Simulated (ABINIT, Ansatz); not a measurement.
# SnTe2 (Fm-3m): zone-centre phonons

Aim: the zone-centre modes of SnTe2 (Fm-3m).

Method: DFT LDA, scalar-relativistic, plane waves, HGH norm-conserving pseudopotentials, in ABINIT 10.8.3.

The structure was built from a prototype and need not be the compound's stable phase.

### Step 1. The structure

It takes space group Fm-3m (No. 225, cubic). Conventional cell: a = 7.242 Å, b = 7.242 Å, c = 7.242 Å, α = 90.00°, β = 90.00°, γ = 90.00°. Nearest to Sn lie 8 Te at 3.14 Å. Te has 4 Sn at 3.14 Å nearest. Farther neighbours and most contacts between anions are not listed.

As a file:

```cif
data_structure
_symmetry_space_group_name_H-M 'Fm-3m'
_symmetry_Int_Tables_number 225
_cell_length_a 7.2423
_cell_length_b 7.2423
_cell_length_c 7.2423
_cell_angle_alpha 90.000
_cell_angle_beta 90.000
_cell_angle_gamma 90.000
_cell_volume 379.87
loop_
_atom_site_label
_atom_site_type_symbol
_atom_site_symmetry_multiplicity
_atom_site_Wyckoff_symbol
_atom_site_fract_x
_atom_site_fract_y
_atom_site_fract_z
_atom_site_occupancy
Sn1 Sn 4 a 0.00000 0.00000 0.00000 1
Te1 Te 8 c 0.75000 0.25000 0.75000 1
```

### Step 2. Relaxing the cell and atoms

Frequencies change by per cents with a per cent of volume, so the structure is first brought to rest at this level of theory.

The starting cell comes from a relaxation made beforehand in Ansatz (LDA, PseudoDojo NC).

relax.abi reads:

```
# relaxation
ionmov 2
optcell 2
dilatmx 1.08
ntime 40
tolmxf 1.0d-05
tolvrs 1.0d-14
prtwf 0
prtden 0
chksymtnons 0

# basis, mesh and filling
ecut 20.0
ecutsm 0.5
ixc 7
ngkpt 6 6 6
nshiftk 1
shiftk 0.0 0.0 0.0
istwfk *1
occopt 6
tsmear 0.01
nband 14
nstep 100
diemac 1000000.0
prtebands 0
prtgsr 0
useylm 1

# cell and atoms
acell 9.677444127 9.677444127 9.677444127
rprim 
    -0.7071067812 0.0 0.7071067812
    0.0 0.7071067812 0.7071067812
    -0.7071067812 0.7071067812 0.0
ntypat 2
znucl 50 52
natom 3
typat 1 2 2
xred 
    0.0 0.0 0.0
    0.75 0.75 0.75
    0.25 0.25 0.25
pp_dirpath "./pseudo"
pseudos "Sn.hgh, Te.hgh"
```

On the command line:

```bash
OMP_NUM_THREADS=1 mpirun -n 2 abinit relax.abi > relax.log
```

Numbers of over 12 decimals in the logs are rounded to 6 here.

relax.abo, the main output file:

```text
[banners, grids, parts of the stress and lines that vanish by symmetry left out]
- input  file    -> relax.abi
- output file    -> relax.abo
- root for input  files -> relaxi
[...]
Symmetries : space group Fm -3 m (#225); Bravais cF (face-center cubic)
[...]
mpw =        3479          nfft =       91125          nkpt =          16
[...]
== DATASET  1 ==================================================================
[...]
cutoff_energies: {ecut:  20.0, pawecutdg:  -1.0, }
[...]
Exchange-correlation functional for the present dataset will be:
  LDA: Perdew-Wang 92 LSD fit to Ceperley-Alder data - ixc=7
[...]
ETOT  1  -20.022898405820    -2.002E+01 5.578E-02 2.789E+01
 ETOT  2  -20.038013344362    -1.511E-02 5.915E-04 1.883E+00
 ETOT  3  -20.038149692598    -1.363E-04 1.138E-03 3.314E-01
 ETOT  4  -20.038166212768    -1.652E-05 3.565E-04 5.055E-02
 ETOT  5  -20.038169059704    -2.847E-06 6.074E-04 5.774E-05
[...]
At SCF step   10       vres2   =  2.42E-15 < tolvrs=  1.00E-14 =>converged.
[...]
sigma(1 1)= -1.61773332E-06  sigma(3 2)=  0.00000000E+00
  sigma(2 2)= -1.61773332E-06  sigma(3 1)=  0.00000000E+00
  sigma(3 3)= -1.61773332E-06  sigma(2 1)=  0.00000000E+00
[...]
convergence: {deltae: -2.842E-14, res2:  2.422E-15, residm:  1.994E-05, diffor: null, }
etotal    :  -2.00381691E+01
[...]
ETOT  1  -20.038169200022    -2.004E+01 1.183E-05 4.104E-05
[...]
At SCF step    7       vres2   =  1.38E-15 < tolvrs=  1.00E-14 =>converged.
[...]
sigma(1 1)= -1.39161525E-06  sigma(3 2)=  0.00000000E+00
  sigma(2 2)= -1.39161525E-06  sigma(3 1)=  0.00000000E+00
  sigma(3 3)= -1.39161525E-06  sigma(2 1)=  0.00000000E+00
[...]
convergence: {deltae: -2.487E-14, res2:  1.382E-15, residm:  1.378E-05, diffor: null, }
etotal    :  -2.00381692E+01
[...]
ETOT  1  -20.038169458830    -2.004E+01 1.133E-05 1.559E-03
[...]
ETOT  7  -20.038169603242     3.908E-14 5.355E-06 5.134E-14
 ETOT  8  -20.038169603243    -3.659E-13 5.121E-06 4.863E-16
 At SCF step    8       vres2   =  4.86E-16 < tolvrs=  1.00E-14 =>converged.
[...]
sigma(1 1)= -1.34429624E-09  sigma(3 2)=  0.00000000E+00
  sigma(2 2)= -1.34429623E-09  sigma(3 1)=  0.00000000E+00
  sigma(3 3)= -1.34429623E-09  sigma(2 1)=  0.00000000E+00
[...]
convergence: {deltae: -3.659E-13, res2:  4.863E-16, residm:  5.121E-06, diffor: null, }
etotal    :  -2.00381696E+01
[...]
At Broyd/MD step   3, gradients are converged :
[...]
sigma(1 1)= -1.34429624E-09  sigma(3 2)=  0.00000000E+00
  sigma(2 2)= -1.34429623E-09  sigma(3 1)=  0.00000000E+00
  sigma(3 3)= -1.34429623E-09  sigma(2 1)=  0.00000000E+00
[...]
- sigma(1 1)= -3.95505608E-05  sigma(3 2)=  0.00000000E+00
- sigma(2 2)= -3.95505607E-05  sigma(3 1)=  0.00000000E+00
- sigma(3 3)= -3.95505607E-05  sigma(2 1)=  0.00000000E+00
[...]
fcart     -0.0000000000E+00 -0.0000000000E+00 -0.0000000000E+00
           strten     -1.3442962368E-09 -1.3442962342E-09 -1.3442962342E-09
================================================================================

[key lines of the parts left out:]
pressure_GPa:   3.9551E-05
Total energy (etotal) [Ha]= -2.00381696032426E+01
```

Wall time 73 s (2 MPI ranks of Arm Neoverse N1, shared host); 2.4 min of CPU time.

Little changed from the start: no atom moved by 0.005 Å and no cell edge by 0.1 %.

Read from the output:

- volume per atom: 31.69 Å³
- pressure: 3.96e-5 GPa
- gap on the k-mesh: 0 eV

### Step 3. Ground state

First-order wavefunctions inherit every error of the ground state, hence the very tight tolvrs. ecutsm is kept as in the relaxation, so that the cell stays at rest. Occupations are smeared.

gs.abi reads:

```
# ground state
tolvrs 1.0d-16
prtden 1
prtwf 1

# basis, mesh and filling
ecut 20.0
ecutsm 0.5
ixc 7
ngkpt 6 6 6
nshiftk 1
shiftk 0.0 0.0 0.0
istwfk *1
occopt 6
tsmear 0.01
nband 14
nstep 100
diemac 1000000.0
prtebands 0
prtgsr 0
useylm 1

# cell and atoms
acell 9.680807305 9.680807305 9.680807305
rprim 
    -0.7071067812 0.0 0.7071067812
    0.0 0.7071067812 0.7071067812
    -0.7071067812 0.7071067812 0.0
ntypat 2
znucl 50 52
natom 3
typat 1 2 2
xred 
    0.0 0.0 0.0
    0.75 0.75 0.75
    0.25 0.25 0.25
pp_dirpath "./pseudo"
pseudos "Sn.hgh, Te.hgh"
```

On the command line:

```bash
OMP_NUM_THREADS=1 mpirun -n 2 abinit gs.abi > gs.log
```

gs.abo, the main output file:

```text
[banners, grids, parts of the stress and lines that vanish by symmetry left out]
- input  file    -> gs.abi
- output file    -> gs.abo
- root for input  files -> gsi
[...]
Symmetries : space group Fm -3 m (#225); Bravais cF (face-center cubic)
[...]
mpw =        2764          nfft =       64000          nkpt =          16
[...]
== DATASET  1 ==================================================================
[...]
cutoff_energies: {ecut:  20.0, pawecutdg:  -1.0, }
[...]
Exchange-correlation functional for the present dataset will be:
  LDA: Perdew-Wang 92 LSD fit to Ceperley-Alder data - ixc=7
[...]
ETOT  1  -20.023779406154    -2.002E+01 2.592E-02 1.939E+01
 ETOT  2  -20.038021798600    -1.424E-02 3.703E-03 1.313E+00
 ETOT  3  -20.038150223623    -1.284E-04 8.155E-04 2.355E-01
 ETOT  4  -20.038166867918    -1.664E-05 5.256E-04 3.390E-02
 ETOT  5  -20.038169606762    -2.739E-06 3.459E-04 4.784E-05
[...]
ETOT 10  -20.038169611467     4.974E-14 2.144E-05 2.267E-15
 ETOT 11  -20.038169611467     6.395E-14 2.324E-05 2.221E-17
 At SCF step   11       vres2   =  2.22E-17 < tolvrs=  1.00E-16 =>converged.
[...]
sigma(1 1)= -1.34059848E-09  sigma(3 2)=  0.00000000E+00
  sigma(2 2)= -1.34059848E-09  sigma(3 1)=  0.00000000E+00
  sigma(3 3)= -1.34059848E-09  sigma(2 1)=  0.00000000E+00
[...]
convergence: {deltae:  6.395E-14, res2:  2.221E-17, residm:  2.324E-05, diffor: null, }
etotal    :  -2.00381696E+01
[...]
sigma(1 1)= -1.34059848E-09  sigma(3 2)=  0.00000000E+00
  sigma(2 2)= -1.34059848E-09  sigma(3 1)=  0.00000000E+00
  sigma(3 3)= -1.34059848E-09  sigma(2 1)=  0.00000000E+00
[...]
- sigma(1 1)= -3.94417691E-05  sigma(3 2)=  0.00000000E+00
- sigma(2 2)= -3.94417691E-05  sigma(3 1)=  0.00000000E+00
- sigma(3 3)= -3.94417691E-05  sigma(2 1)=  0.00000000E+00
[...]
fcart     -0.0000000000E+00 -0.0000000000E+00 -0.0000000000E+00
           strten     -1.3405984829E-09 -1.3405984838E-09 -1.3405984829E-09
================================================================================

[key lines of the parts left out:]
pressure_GPa:   3.9442E-05
```

Elapsed: 22 s, on 2 MPI ranks.

This step gave:

* pressure: 3.94e-5 GPa

The cell stands at 3.9e-5 GPa, close enough for phonons.

### Step 4. Zone-centre response

At q = 0 one unit cell holds all displacements. The response is solved for single atoms along the cell's directions, and symmetry skips those that follow from others. The crystal is treated as a metal, which screens a static field, so no field response is asked.

dfpt_gamma.abi reads:

```

# common to the responses
getwfk_filepath "gso_WFK"
kptopt 2
nqpt 1
qpt 0.0 0.0 0.0
asr 0
chneut 0

# displacements
rfphon 1
rfatpol 1 3
rfdir 1 1 1
tolvrs 1.0d-10
prtwf 0

# basis, mesh and filling
ecut 20.0
ecutsm 0.5
ixc 7
ngkpt 6 6 6
nshiftk 1
shiftk 0.0 0.0 0.0
istwfk *1
occopt 6
tsmear 0.01
nband 14
nstep 100
diemac 1000000.0
prtebands 0
prtgsr 0
useylm 1

# cell and atoms
acell 9.680807305 9.680807305 9.680807305
rprim 
    -0.7071067812 0.0 0.7071067812
    0.0 0.7071067812 0.7071067812
    -0.7071067812 0.7071067812 0.0
ntypat 2
znucl 50 52
natom 3
typat 1 2 2
xred 
    0.0 0.0 0.0
    0.75 0.75 0.75
    0.25 0.25 0.25
pp_dirpath "./pseudo"
pseudos "Sn.hgh, Te.hgh"
```

On the command line:

```bash
OMP_NUM_THREADS=1 mpirun -n 2 abinit dfpt_gamma.abi > dfpt_gamma.log
```

dfpt_gamma.abo, the main output file:

```text
[banners, grids, parts of the stress and lines that vanish by symmetry left out]
- input  file    -> dfpt_gamma.abi
- output file    -> dfpt_gamma.abo
- root for input  files -> dfpt_gammai
- root for output files -> dfpt_gammao

 Symmetries : space group Fm -3 m (#225); Bravais cF (face-center cubic)
================================================================================
 Values of the parameters that define the memory need of the present run (RF).
     intxc =       0      iscf =       7    lmnmax =      14     lnmax =       6
     mgfft =      40  mpssoang =       3    mqgrid =    3001     natom =       3
  nloc_mem =       1    nspden =       1   nspinor =       1    nsppol =       1
      nsym =      48    n1xccc =       0    ntypat =       2    occopt =       6
   xclevel =       1
-    mband =          14        mffmem =           1         mkmem =          56
-   mkqmem =          56        mk1mem =          56           mpw =        2764
      nfft =       64000          nkpt =         112
- my_mband =          14
================================================================================
================================================================================

--------------------------------------------------------------------------------
------------- Echo of variables that govern the present computation ------------
--------------------------------------------------------------------------------
-
- outvars: echo of selected default values
-   iomode0 =  0 , fftalg0 =312 , wfoptalg0 =  0
-
- outvars: echo of global parameters not present in the input file
-  max_nthreads =    1
-
 -outvars: echo values of preprocessed input variables
 [... echo left out ...]
================================================================================

 chkinp: Checking input parameters for consistency.

[...]
== DATASET  1 ==================================================================
-   mpi_nproc: 2, omp_nthreads: 1 (-1 if OMP is not activated)

--- !DatasetInfo
iteration_state: {dtset: 1, }
dimensions: {natom: 3, nkpt: 112, mband: 14, nsppol: 1, nspinor: 1, nspden: 1, mpw: 2764, }
cutoff_energies: {ecut:  20.0, pawecutdg:  -1.0, }
electrons: {nelect:   1.60000000E+01, charge:   0.00000000E+00, occopt:   6.00000000E+00, tsmear:   1.00000000E-02, }
meta: {optdriver: 1, rfphon: 1, }
...

 mkfilename: getwfk from: gso_WFK

 Exchange-correlation functional for the present dataset will be:
  LDA: Perdew-Wang 92 LSD fit to Ceperley-Alder data - ixc=7
 Citation for XC functional:
  J.P.Perdew and Y.Wang, PRB 45, 13244 (1992)

 Real(R)+Recip(G) space primitive vectors, cartesian coordinates (Bohr,Bohr^-1):
 R(1)= -6.8453645  0.0000000  6.8453645  G(1)= -0.0730421 -0.0730421  0.0730421
 R(2)=  0.0000000  6.8453645  6.8453645  G(2)=  0.0730421  0.0730421  0.0730421
 R(3)= -6.8453645  6.8453645  0.0000000  G(3)= -0.0730421  0.0730421 -0.0730421
 Unit cell volume ucvol=  6.4153408E+02 bohr^3
 Angles (23,13,12)=  6.00000000E+01  6.00000000E+01  6.00000000E+01 degrees
 setup1 : take into account q-point for computing boxcut.

 getcut: wavevector=  0.0000  0.0000  0.0000  ngfft=  40  40  40
         ecut(hartree)=     20.000   => boxcut(ratio)=   2.05243

--- Pseudopotential description ------------------------------------------------
- pspini: atom type   1  psp file is ./pseudo/Sn.hgh

- pspini: atom type   2  psp file is ./pseudo/Te.hgh

   1.70274819E+03                                ecore*ucvol(ha*bohr**3)
--------------------------------------------------------------------------------

 ==>  initialize data related to q vector <==

 The list of irreducible perturbations for this q vector is:
    1)    idir= 1    ipert=   1
    2)    idir= 1    ipert=   2

[...]
The perturbation idir=   2  ipert=   1 is
 symmetric of a previously calculated perturbation.
 So, its SCF calculation is not needed.

 The perturbation idir=   3  ipert=   1 is
 symmetric of a previously calculated perturbation.
 So, its SCF calculation is not needed.

 The perturbation idir=   2  ipert=   2 is
 symmetric of a previously calculated perturbation.
 So, its SCF calculation is not needed.

 The perturbation idir=   3  ipert=   2 is
 symmetric of a previously calculated perturbation.
 So, its SCF calculation is not needed.

 The perturbation idir=   1  ipert=   3 is
 symmetric of a previously calculated perturbation.
 So, its SCF calculation is not needed.

 The perturbation idir=   2  ipert=   3 is
 symmetric of a previously calculated perturbation.
 So, its SCF calculation is not needed.

 The perturbation idir=   3  ipert=   3 is
 symmetric of a previously calculated perturbation.
 So, its SCF calculation is not needed.

--------------------------------------------------------------------------------
 Perturbation wavevector (in red.coord.)   0.000000  0.000000  0.000000
 Perturbation : displacement of atom   1   along direction   1
 Found     4 symmetries that leave the perturbation invariant.

[...]
dfpt_looppert : total number of electrons, from k and k+q
  fully or partially occupied states are    1.600000E+01 and    1.600000E+01.
 Initialisation of the first-order wave-functions :
  ireadwf=   0

--- !BeginCycle
iteration_state: {dtset: 1, }
solver: {iscf: 7, nstep: 100, nline: 4, wfoptalg: 0, }
tolerances: {tolvrs: 1.00E-10, }
...

     iter   2DEtotal(Ha)        deltaE(Ha) residm    vres2
-ETOT  1   27.198950466045     -8.495E+01 2.350E+00 6.853E+04
 ETOT  2   2.102713     -2.510E+01 7.470E-02 5.461E+02
 ETOT  3   1.970700     -1.320E-01 1.836E-03 5.751E+01
 ETOT  4   1.958339     -1.236E-02 3.638E-05 1.840E+00
 ETOT  5   1.957994     -3.447E-04 3.465E-06 1.817E-02
[...]
At SCF step    9       vres2   =  3.88E-11 < tolvrs=  1.00E-10 =>converged.
[...]
Mean square residual over all n,k,spin=   20.367E-15; max=  10.080E-12

 Thirteen components of 2nd-order total energy (hartree) are
 1,2,3: 0th-order hamiltonian combined with 1st-order wavefunctions
     kin0=   9.49374177E+01 eigvalue=   5.54882390E+00  local=  -2.77705303E+01
 4,5,6: 1st-order hamiltonian combined with 1st and 0th-order wfs
 loc psp =  -9.67576620E+01  Hartree=   1.89236560E+01     xc=  -9.92425563E+00
 note that "loc psp" includes a xc core correction that could be resolved
 7,8,9: eventually, occupation + non-local contributions
    edocc=   8.44510761E+00     enl0=   2.00278623E+01   enl1=  -1.23618500E+02
 1-9 gives the relaxation energy (to be shifted if some occ is /=2.0)
   erelax=  -1.10188080E+02
 10,11,12 Non-relaxation  contributions : frozen-wavefunctions and Ewald
 fr.local=   2.28029772E+01 fr.nonlo=   5.99711109E+01  Ewald=   2.93719830E+01
 13,14 Frozen wf xc core corrections (1) and (2)
 frxc 1  =   0.00000000E+00  frxc 2 =   0.00000000E+00
 Resulting in :
 2DEtotal=    0.1957990696E+01 Ha. Also 2DEtotal=    0.532796410814E+02 eV
    (2DErelax=   -1.1018808038E+02 Ha. 2DEnonrelax=    1.1214607108E+02 Ha)
    (  non-var. 2DEtotal :    1.9579901325E+00 Ha)

[...]
Perturbation wavevector (in red.coord.)   0.000000  0.000000  0.000000
 Perturbation : displacement of atom   2   along direction   1
 Found     2 symmetries that leave the perturbation invariant.

--------------------------------------------------------------------------------

--------------------------------------------------------------------------------

 dfpt_looppert : total number of electrons, from k and k+q
  fully or partially occupied states are    1.600000E+01 and    1.600000E+01.
 Initialisation of the first-order wave-functions :
  ireadwf=   0

--- !BeginCycle
iteration_state: {dtset: 1, }
solver: {iscf: 7, nstep: 100, nline: 4, wfoptalg: 0, }
tolerances: {tolvrs: 1.00E-10, }
...

     iter   2DEtotal(Ha)        deltaE(Ha) residm    vres2
-ETOT  1   106.74771584187     -2.341E+02 1.807E+00 2.887E+05
[...]
ETOT 10   1.923279     -1.154E-11 1.152E-11 6.965E-10
 ETOT 11   1.923279     -1.876E-12 1.066E-12 1.177E-11

 At SCF step   11       vres2   =  1.18E-11 < tolvrs=  1.00E-10 =>converged.
[...]
Mean square residual over all n,k,spin=   24.552E-16; max=  10.656E-13

 Thirteen components of 2nd-order total energy (hartree) are
 1,2,3: 0th-order hamiltonian combined with 1st-order wavefunctions
     kin0=   2.79240833E+02 eigvalue=   1.68511210E+01  local=  -6.96743046E+01
 4,5,6: 1st-order hamiltonian combined with 1st and 0th-order wfs
 loc psp =  -4.06064385E+02  Hartree=   7.45879665E+01     xc=  -3.15031360E+01
 note that "loc psp" includes a xc core correction that could be resolved
 7,8,9: eventually, occupation + non-local contributions
    edocc=   2.00478698E+01     enl0=   4.93421172E+01   enl1=  -2.71720549E+02
 1-9 gives the relaxation energy (to be shifted if some occ is /=2.0)
   erelax=  -3.38892467E+02
 10,11,12 Non-relaxation  contributions : frozen-wavefunctions and Ewald
 fr.local=   1.68616456E+02 fr.nonlo=   1.35484310E+02  Ewald=   3.67149788E+01
 13,14 Frozen wf xc core corrections (1) and (2)
 frxc 1  =   0.00000000E+00  frxc 2 =   0.00000000E+00
 Resulting in :
 2DEtotal=    0.1923278627E+01 Ha. Also 2DEtotal=    0.523350775835E+02 eV
    (2DErelax=   -3.3889246684E+02 Ha. 2DEnonrelax=    3.4081574546E+02 Ha)
    (  non-var. 2DEtotal :    1.9232786072E+00 Ha)

[...]
---- first-order wavefunction calculations are completed ----

 ==> Compute Derivative Database <==

 [... matrices left out ...]
  Phonon wavevector (reduced coordinates) :  0.00000  0.00000  0.00000
 Phonon energies in Hartree :
  -3.524421E-06 -3.524420E-06 -3.524419E-06  3.627176E-04  3.627176E-04
   3.627176E-04  3.761015E-04  3.761015E-04  3.761015E-04
 Phonon frequencies in cm-1    :
- -7.735209E-01 -7.735209E-01 -7.735206E-01  7.960732E+01  7.960732E+01
-  7.960732E+01  8.254474E+01  8.254474E+01  8.254474E+01

== END DATASET(S) ==============================================================
================================================================================

 -outvars: echo values of variables after computation
            acell      9.6808073050E+00  9.6808073050E+00  9.6808073050E+00 Bohr
           etotal      1.9232786272E+00
            fcart      0.0000000000E+00  0.0000000000E+00  0.0000000000E+00
           strten      0.0000000000E+00  0.0000000000E+00  0.0000000000E+00
================================================================================
```

Run time: 2.5 min. Hardware: 2 MPI ranks.

Numbers from this step:

```yaml
largest_acoustic_frequency_at_the_zone_centre_before_the_sum_rule: -0.77 cm⁻¹
highest_optical_zone_centre_mode_no_lo_to_term: 82.54 cm⁻¹
lowest_optical_zone_centre_mode: 79.61 cm⁻¹
```

The acoustic modes at Γ come out as far as 0.8 cm⁻¹ from zero, where they should vanish, a small numerical error.

[end of part 1 of 3]

[Host names and launcher messages were left out of these logs when they were recorded.]

[Logs are printed without paths, hosts, clocks, repeated set-up lines and the standing remarks that a program may print on its own settings, such as how far it seeks lower states.]

[Hosts, paths, dates, database ids (printed as entryN), source tags and the programs' standing remarks are cut or masked in the printed files.]
